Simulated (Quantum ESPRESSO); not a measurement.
# Ru(0001), 5 layers against a metal electrode, stepped through the charge of the slab, part 2 of 4

What law, if any, do the results for Ru(0001), 5 layers against a metal electrode follow against the charge of the slab?

Quantum ESPRESSO 7.5; plane-wave DFT, PBE, GBRV ultrasoft pseudopotentials.

So far. Step 2 (Variable-cell relaxation of the reference):  The last row is no step: it is a fresh SCF in the final cell with a new plane-wave basis, -0 meV from the row before.

### Step 3. Relaxation with pw.x of the reference

What the set-up leaves free in this member is relaxed.

System of this step: Ru(0001), 5 layers. The cell holds 5 atoms: 5 Ru. Cell: a = 2.720 Å, b = 2.720 Å, c = 23.623 Å, α = 90.0°, β = 90.0°, γ = 60.0°. It derives from Ru. Vacuum lies along c.

ref.relax.in reads:

```
&control
  prefix = 'ref.relax'
  outdir = './out'
  pseudo_dir = './pseudo'
  nstep = 40
  forc_conv_thr = 0.001
  calculation = 'relax'
/
&system
  ibrav = 0
  nat = 5
  ntyp = 1
  ecutwfc = 40
  ecutrho = 200
  occupations = 'smearing'
  smearing = 'mv'
  degauss = 0.02
/
&electrons
  conv_thr = 1e-08
  mixing_beta = 0.4
  electron_maxstep = 120
  mixing_mode = 'local-TF'
/
&ions
/
ATOMIC_SPECIES
  Ru  101.0700  ru_pbe_v1.2.uspp.F.UPF
CELL_PARAMETERS angstrom
  2.72024410200000 0.00000000000000 0.00000000000000
  1.36012205100000 2.35580049682679 0.00000000000000
  0.00000000000000 0.00000000000000 23.62295310377553
ATOMIC_POSITIONS crystal
  Ru  0.000000000000 0.000000000000 0.318422661504
  Ru  0.666666666700 0.666666666700 0.409211330752
  Ru  0.000000000000 0.000000000000 0.500000000000 0 0 0
  Ru  0.666666666700 0.666666666700 0.590788669248
  Ru  0.000000000000 0.000000000000 0.681577338496
K_POINTS automatic
  12 12 1 0 0 0
```

Run with:

```
$ OMP_NUM_THREADS=1 mpirun -n 4 pw.x -nk 4 -in ref.relax.in > ref.relax.out
```

The program printed:

```text
[banner, memory and clock lines left out]
Program PWSCF v.7.5 starts

          URL

     Message from routine setup:
     using ibrav=0 with symmetry is DISCOURAGED, use correct ibrav instead

     G-vector sticks info

     bravais-lattice index     =            0
     lattice parameter (alat)  =       5.1405  a.u.
     unit-cell volume          =    1021.5913 (a.u.)^3
     number of atoms/cell      =            5
     number of atomic types    =            1
     number of electrons       =        80.00
     number of Kohn-Sham states=           48
     kinetic-energy cutoff     =      40.0000  Ry
     charge density cutoff     =     200.0000  Ry
     scf convergence threshold =      1.0E-08
     mixing beta               =       0.4000
     number of iterations used =            8  local-TF  mixing
     energy convergence thresh.=      1.0E-04
     force convergence thresh. =      1.0E-03
     Exchange-correlation= SLA  PW   PBE  PBE
                           (   1   4   3   4   0   0   0)
     nstep                     =           40

     celldm(1)=   5.140516  celldm(2)=   0.000000  celldm(3)=   0.000000
     celldm(4)=   0.000000  celldm(5)=   0.000000  celldm(6)=   0.000000

     crystal axes: (cart. coord. in units of alat)
               a(1) = (   1.000000   0.000000   0.000000 )
               a(2) = (   0.500000   0.866025   0.000000 )
               a(3) = (   0.000000   0.000000   8.684130 )

     reciprocal axes: (cart. coord. in units 2 pi/alat)
               b(1) = (  1.000000 -0.577350  0.000000 )
               b(2) = (  0.000000  1.154701  0.000000 )
               b(3) = (  0.000000  0.000000  0.115153 )

     PseudoPot. # 1 for Ru read from file:
     ./pseudo/ru_pbe_v1.2.uspp.F.UPF
     Pseudo is Ultrasoft + core correction, Zval = 16.0
     Generated by new atomic code, or converted to UPF format
     Using radial grid of  967 points,  6 beta functions with:
                l(1) =   0
                l(2) =   0
                l(3) =   1
                l(4) =   1
                l(5) =   2
                l(6) =   2
     Q(r) pseudized with  8 coefficients,  rinner =    1.300   1.300   1.300
                                                       1.300   1.300

     atomic species   valence    mass     pseudopotential
     Ru               16.00   101.07000     Ru( 1.00)

     12 Sym. Ops. (no inversion) found

   Cartesian axes

     site n.     atom                  positions (alat units)
         1        Ru     tau(   1) = (   0.0000000   0.0000000   2.7652238  )
         2        Ru     tau(   2) = (   1.0000000   0.5773503   3.5536443  )
         3        Ru     tau(   3) = (   0.0000000   0.0000000   4.3420649  )
         4        Ru     tau(   4) = (   1.0000000   0.5773503   5.1304855  )
         5        Ru     tau(   5) = (   0.0000000   0.0000000   5.9189061  )

     number of k points=    19  Marzari-Vanderbilt smearing, width (Ry)=  0.0200
                       cart. coord. in units 2pi/alat
        k(    1) = (   0.0000000   0.0000000   0.0000000), wk =   0.0138889
        k(    2) = (   0.0000000   0.0962250   0.0000000), wk =   0.0833333
        k(    3) = (   0.0000000   0.1924501   0.0000000), wk =   0.0833333
        k(    4) = (   0.0000000   0.2886751   0.0000000), wk =   0.0833333
        k(    5) = (   0.0000000   0.3849002   0.0000000), wk =   0.0833333
        k(    6) = (   0.0000000   0.4811252   0.0000000), wk =   0.0833333
        k(    7) = (   0.0000000  -0.5773503   0.0000000), wk =   0.0416667
        k(    8) = (   0.0833333   0.1443376   0.0000000), wk =   0.0833333
        k(    9) = (   0.0833333   0.2405626   0.0000000), wk =   0.1666667
        k(   10) = (   0.0833333   0.3367877   0.0000000), wk =   0.1666667
        k(   11) = (   0.0833333   0.4330127   0.0000000), wk =   0.1666667
        k(   12) = (   0.0833333  -0.6254628   0.0000000), wk =   0.1666667
        k(   13) = (   0.1666667   0.2886751   0.0000000), wk =   0.0833333
        k(   14) = (   0.1666667   0.3849002   0.0000000), wk =   0.1666667
        k(   15) = (   0.1666667  -0.6735753   0.0000000), wk =   0.1666667
        k(   16) = (   0.1666667  -0.5773503   0.0000000), wk =   0.0833333
        k(   17) = (   0.2500000  -0.7216878   0.0000000), wk =   0.0833333
        k(   18) = (   0.2500000  -0.6254628   0.0000000), wk =   0.1666667
        k(   19) = (   0.3333333  -0.5773503   0.0000000), wk =   0.0277778

     Dense  grid:    48843 G-vectors     FFT dimensions: (  24,  24, 216)

     Smooth grid:    35045 G-vectors     FFT dimensions: (  24,  24, 180)

     Initial potential from superposition of free atoms

     starting charge      74.9999, renormalised to      80.0000

     negative rho (up, down):  4.052E-01 0.000E+00
     Starting wfcs are   65 randomized atomic wfcs

     per-process dynamical memory:    59.7 Mb

     Self-consistent Calculation

     iteration #  1     ecut=    40.00 Ry     beta= 0.40
     Davidson diagonalization with overlap
     ethr =  1.00E-02,  avg # of iterations =  2.7

     negative rho (up, down):  4.037E-01 0.000E+00

     total energy              =    -971.79141818 Ry
     estimated scf accuracy    <       8.62679594 Ry

     iteration #  2     ecut=    40.00 Ry     beta= 0.40
     Davidson diagonalization with overlap
     ethr =  1.00E-02,  avg # of iterations =  1.0

     negative rho (up, down):  4.215E-01 0.000E+00

     total energy              =    -970.38237193 Ry
     estimated scf accuracy    <       3.24347689 Ry

     iteration #  3     ecut=    40.00 Ry     beta= 0.40
     Davidson diagonalization with overlap
     ethr =  4.05E-03,  avg # of iterations =  2.3

     negative rho (up, down):  4.286E-01 0.000E+00

     total energy              =    -971.12681140 Ry
     estimated scf accuracy    <       0.12869524 Ry

     iteration #  4     ecut=    40.00 Ry     beta= 0.40
     Davidson diagonalization with overlap
     ethr =  1.61E-04,  avg # of iterations =  4.6

     negative rho (up, down):  4.392E-01 0.000E+00

     total energy              =    -971.13677963 Ry
     estimated scf accuracy    <       0.01546064 Ry

     iteration #  5     ecut=    40.00 Ry     beta= 0.40
     Davidson diagonalization with overlap
     ethr =  1.93E-05,  avg # of iterations =  4.6

     negative rho (up, down):  4.400E-01 0.000E+00

     total energy              =    -971.13928417 Ry
     estimated scf accuracy    <       0.02183680 Ry

     iteration #  6     ecut=    40.00 Ry     beta= 0.40
     Davidson diagonalization with overlap
     ethr =  1.93E-05,  avg # of iterations =  1.5

[...]
negative rho (up, down):  3.995E-01 0.000E+00

     total energy              =    -971.13870263 Ry
     estimated scf accuracy    <       0.00000023 Ry

     iteration # 10     ecut=    40.00 Ry     beta= 0.40
     Davidson diagonalization with overlap
     ethr =  2.86E-10,  avg # of iterations =  3.2

     negative rho (up, down):  3.995E-01 0.000E+00

     total energy              =    -971.13870264 Ry
     estimated scf accuracy    <       0.00000030 Ry

     iteration # 11     ecut=    40.00 Ry     beta= 0.40
     Davidson diagonalization with overlap
     ethr =  2.86E-10,  avg # of iterations =  1.5

     negative rho (up, down):  3.995E-01 0.000E+00

     total energy              =    -971.13870265 Ry
     estimated scf accuracy    <       0.00000001 Ry

     iteration # 12     ecut=    40.00 Ry     beta= 0.40
     Davidson diagonalization with overlap
     ethr =  1.68E-11,  avg # of iterations =  3.6

     negative rho (up, down):  3.995E-01 0.000E+00

     total energy              =    -971.13870265 Ry
     estimated scf accuracy    <          2.2E-09 Ry

     iteration # 13     ecut=    40.00 Ry     beta= 0.40
     Davidson diagonalization with overlap
     ethr =  2.80E-12,  avg # of iterations =  1.6

     negative rho (up, down):  3.995E-01 0.000E+00

     total energy              =    -971.13870265 Ry
     estimated scf accuracy    <          5.1E-10 Ry

     iteration # 14     ecut=    40.00 Ry     beta= 0.40
     Davidson diagonalization with overlap
     ethr =  6.42E-13,  avg # of iterations =  3.6

     negative rho (up, down):  3.995E-01 0.000E+00

     End of self-consistent calculation

          k = 0.0000 0.0000 0.0000 (  4349 PWs)   bands (ev):

   -65.2699 -65.2505 -65.0564 -64.7963 -64.7960 -35.6304 -35.4424 -34.9679
   -34.8431 -34.8431 -34.8281 -34.8281 -34.6475 -34.6462 -34.6462 -34.5638
   -34.3747 -34.3747 -34.3745 -34.3745   0.3541   1.2433   1.9049   2.2313
     2.2788   5.1572   5.1572   5.1886   5.1886   5.2962   5.4651   5.4795
     5.4795   5.7646   5.7646   5.8008   6.0424   6.0424   6.6897   6.9957
     6.9957   7.7055   7.7055   8.4007   8.5519   8.5519   9.0678   9.0678

          k = 0.0000 0.0962 0.0000 (  4317 PWs)   bands (ev):

   -65.2618 -65.2434 -65.0508 -64.7903 -64.7900 -35.6117 -35.4339 -35.0040
   -34.8962 -34.8568 -34.8403 -34.8361 -34.7136 -34.6560 -34.6223 -34.5743
   -34.4187 -34.4155 -34.3852 -34.3849   0.5986   1.4774   2.1050   2.4510
     2.5154   4.8901   4.9486   4.9597   5.3278   5.3355   5.3524   5.5195
     5.5505   5.6513   5.8653   5.8752   6.0317   6.2216   6.5814   6.8987
     6.9372   7.4621   7.6536   7.9085   8.0199   8.5179   8.8822   9.0920

          k = 0.0000 0.1925 0.0000 (  4331 PWs)   bands (ev):

   -65.2396 -65.2239 -65.0356 -64.7740 -64.7738 -35.5597 -35.4156 -35.1192
   -35.0331 -34.8938 -34.8733 -34.8431 -34.8348 -34.6828 -34.6265 -34.6165
   -34.5292 -34.5106 -34.4138 -34.4134   1.2526   2.0553   2.5734   2.9765
     3.0609   4.3740   4.4550   4.5146   4.8574   5.2242   5.3405   5.7173
     5.7342   5.7528   6.0302   6.1586   6.1933   6.2341   6.5501   6.7253
     6.9454   7.0431   7.5623   7.6326   8.2798   8.4475   9.1354   9.3482

          k = 0.0000 0.2887 0.0000 (  4363 PWs)   bands (ev):

   -65.2088 -65.1971 -65.0150 -64.7516 -64.7515 -35.4886 -35.4124 -35.2831
   -35.2089 -34.9782 -34.9436 -34.9181 -34.8619 -34.7197 -34.7154 -34.7091
   -34.6008 -34.5841 -34.4527 -34.4521   1.9842   2.4566   2.8178   3.1656
     3.2983   3.8323   4.1862   4.3440   4.5193   5.2132   5.2613   5.7122
     5.8737   5.9847   6.0271   6.2324   6.4418   6.5105   6.9624   7.3173
     7.4494   7.6566   7.7901   7.9894   8.4583   8.7864   9.1741   9.4929

          k = 0.0000 0.3849 0.0000 (  4383 PWs)   bands (ev):

   -65.1775 -65.1702 -64.9947 -64.7291 -64.7291 -35.4810 -35.4662 -35.3843
   -35.3654 -35.0943 -34.9926 -34.9625 -34.9355 -34.8323 -34.7686 -34.7569
   -34.6294 -34.6252 -34.4913 -34.4905   2.1663   2.3078   2.5304   2.9163
     3.0094   3.4673   3.9342   4.1728   4.4072   5.4424   5.6447   5.7434
     5.9573   6.1623   6.2587   6.9872   7.1354   7.4800   7.8561   8.2731
     8.2733   8.4118   8.4682   8.7631   8.7799   9.2605   9.4647   9.6063

          k = 0.0000 0.4811 0.0000 (  4397 PWs)   bands (ev):

   -65.1542 -65.1504 -64.9801 -64.7126 -64.7126 -35.5899 -35.5587 -35.4611
   -35.3540 -35.1712 -35.0280 -34.9950 -34.9948 -34.8835 -34.8005 -34.7842
   -34.6549 -34.6461 -34.5196 -34.5185   1.9987   2.0617   2.1704   2.4843
     2.9044   3.1794   3.6515   3.9563   4.4035   5.2416   5.5139   5.8575
     6.2991   6.7870   6.8688   7.1467   8.2548   8.4220   8.5606   9.0187
     9.1213   9.3009   9.3971   9.4361   9.5899   9.7581   9.9770  10.4972

          k = 0.0000-0.5774 0.0000 (  4402 PWs)   bands (ev):

   -65.1456 -65.1431 -64.9748 -64.7066 -64.7066 -35.6333 -35.5995 -35.4954
   -35.3469 -35.2012 -35.0408 -35.0066 -35.0043 -34.8913 -34.8193 -34.7942
   -34.6614 -34.6557 -34.5298 -34.5287   1.9263   1.9631   2.0216   2.3274
     2.8477   3.0642   3.5413   3.8771   4.3818   5.1696   5.4544   5.8136
     6.4812   7.0874   7.1225   7.1691   8.5556   8.6466   8.8605   9.3380
     9.3721   9.4725   9.6338   9.8963   9.9191  10.4068  10.9455  11.5669

          k = 0.0833 0.1443 0.0000 (  4343 PWs)   bands (ev):

   -65.2466 -65.2301 -65.0404 -64.7792 -64.7789 -35.5763 -35.4203 -35.0795
   -34.9868 -34.8889 -34.8694 -34.8373 -34.7922 -34.6792 -34.6197 -34.5996
   -34.4940 -34.4820 -34.4072 -34.4072   1.0541   1.8962   2.4549   2.8390
     2.9299   4.4949   4.5883   4.5992   4.9537   5.3383   5.3696   5.6347
     5.6719   5.7461   5.8947   6.0029   6.1204   6.3190   6.6125   6.7077
     7.0008   7.0375   7.5481   7.6817   8.1034   8.4658   9.1403   9.2641

          k = 0.0833 0.2406 0.0000 (  4343 PWs)   bands (ev):

   -65.2201 -65.2069 -65.0225 -64.7598 -64.7596 -35.5137 -35.4074 -35.2156
   -35.1359 -34.9579 -34.9192 -34.8996 -34.8429 -34.7196 -34.6669 -34.6623
   -34.5828 -34.5613 -34.4470 -34.4468   1.8059   2.4735   2.9063   3.3268
     3.3435   4.0775   4.1820   4.2472   4.5400   5.0809   5.1394   5.4601
     5.5063   5.8736   6.0331   6.2570   6.2767   6.5837   6.6271   7.0903
     7.3078   7.3968   7.6979   7.9317   8.4535   8.4771   9.2468   9.4051

          k = 0.0833 0.3368 0.0000 (  4380 PWs)   bands (ev):

   -65.1890 -65.1801 -65.0021 -64.7374 -64.7373 -35.4524 -35.4272 -35.3616
   -35.2987 -35.0577 -34.9792 -34.9758 -34.8882 -34.7861 -34.7562 -34.7411
   -34.6137 -34.6126 -34.4921 -34.4920   2.3436   2.5781   2.8837   3.1412
     3.3319   3.5695   4.1486   4.2755   4.3666   5.2014   5.2443   5.3955
     5.8224   5.9607   6.1399   6.3779   6.4071   6.8674   7.3399   7.8226
     7.8568   8.1026   8.4189   8.7148   8.8390   8.9825   9.5643   9.5877

          k = 0.0833 0.4330 0.0000 (  4385 PWs)   bands (ev):

   -65.1617 -65.1567 -64.9847 -64.7179 -64.7178 -35.5307 -35.5038 -35.4170
   -35.3601 -35.1409 -35.0318 -35.0270 -34.9552 -34.8671 -34.7943 -34.7811
   -34.6453 -34.6343 -34.5310 -34.5306   2.2443   2.3187   2.4983   2.8002
     3.0846   3.3473   3.9182   4.1410   4.3421   5.0689   5.6133   5.7653
     5.9966   6.2378   6.4533   6.9728   7.2610   7.5471   8.1156   8.3444
     8.4930   8.8626   9.1389   9.2623   9.3589  10.0117  10.1327  10.6078

          k = 0.0833-0.6255 0.0000 (  4379 PWs)   bands (ev):

   -65.1457 -65.1432 -64.9747 -64.7066 -64.7066 -35.6075 -35.5740 -35.4757
   -35.3380 -35.1895 -35.0619 -35.0573 -34.9764 -34.8950 -34.8160 -34.8126
   -34.6563 -34.6501 -34.5535 -34.5528   2.0872   2.1262   2.2383   2.5033
     3.0128   3.1556   3.7110   4.0166   4.3692   4.9930   5.5660   5.5661
     6.4121   6.6234   6.8432   7.2610   8.1057   8.1508   8.4333   8.9914
     9.0396   9.3089   9.3396   9.5908   9.6304  11.2205  11.4154  11.8588

          k = 0.1667 0.2887 0.0000 (  4357 PWs)   bands (ev):

   -65.1932 -65.1837 -65.0048 -64.7404 -64.7403 -35.4533 -35.4121 -35.3307
   -35.2614 -35.0570 -34.9955 -34.9648 -34.8687 -34.7875 -34.7387 -34.7197
   -34.6078 -34.6068 -34.5040 -34.5028   2.5252   2.
[key lines of the parts left out:]
the Fermi energy is     8.0019 ev
convergence has been achieved in  13 iterations
```

Run time: 7 min. Hardware: 4 MPI ranks of Intel Xeon at 2.70GHz, shared host; peak memory 0.52 GiB; 28 min of CPU time.

Relaxation path:

```csv
step,energy less that of the first step (eV),largest force (eV/Å)
1,0.0000,0.7414
2,-0.0341,0.4703
3,-0.0530,0.2043
4,-0.0555,0.0972
5,-0.0560,0.0961
6,-0.0567,0.0841
7,-0.0575,0.0603
8,-0.0582,0.0230
```

The atoms that moved most (Å):

```csv
atom,dx,dy,dz,length
Ru5,0.000,0.000,-0.056,0.056
Ru1,0.000,0.000,0.056,0.056
Ru4,0.000,0.000,0.023,0.023
Ru2,0.000,0.000,-0.023,0.023
```

The relaxation lowers the energy by 12 meV an atom. On the free atoms the largest force ends at 0.023 eV/Å.

Read from the output:

* free energy: -13213.0159 eV
* Fermi energy: 8.002 eV

(Continued in part 3 of 4.)

[Logs are printed without paths, hosts, clocks, repeated set-up lines and the standing remarks that a program may print on its own settings, such as how far it seeks lower states.]

[Hosts, paths, dates, database ids (printed as entryN), source tags and the programs' standing remarks are cut or masked in the printed files.]

[Maps of the electrostatic potential energy from Ansatz leave out the sawtooth potential of an applied field or a dipole correction, so their vacuum need not be flat; planar profiles and work functions include it.]
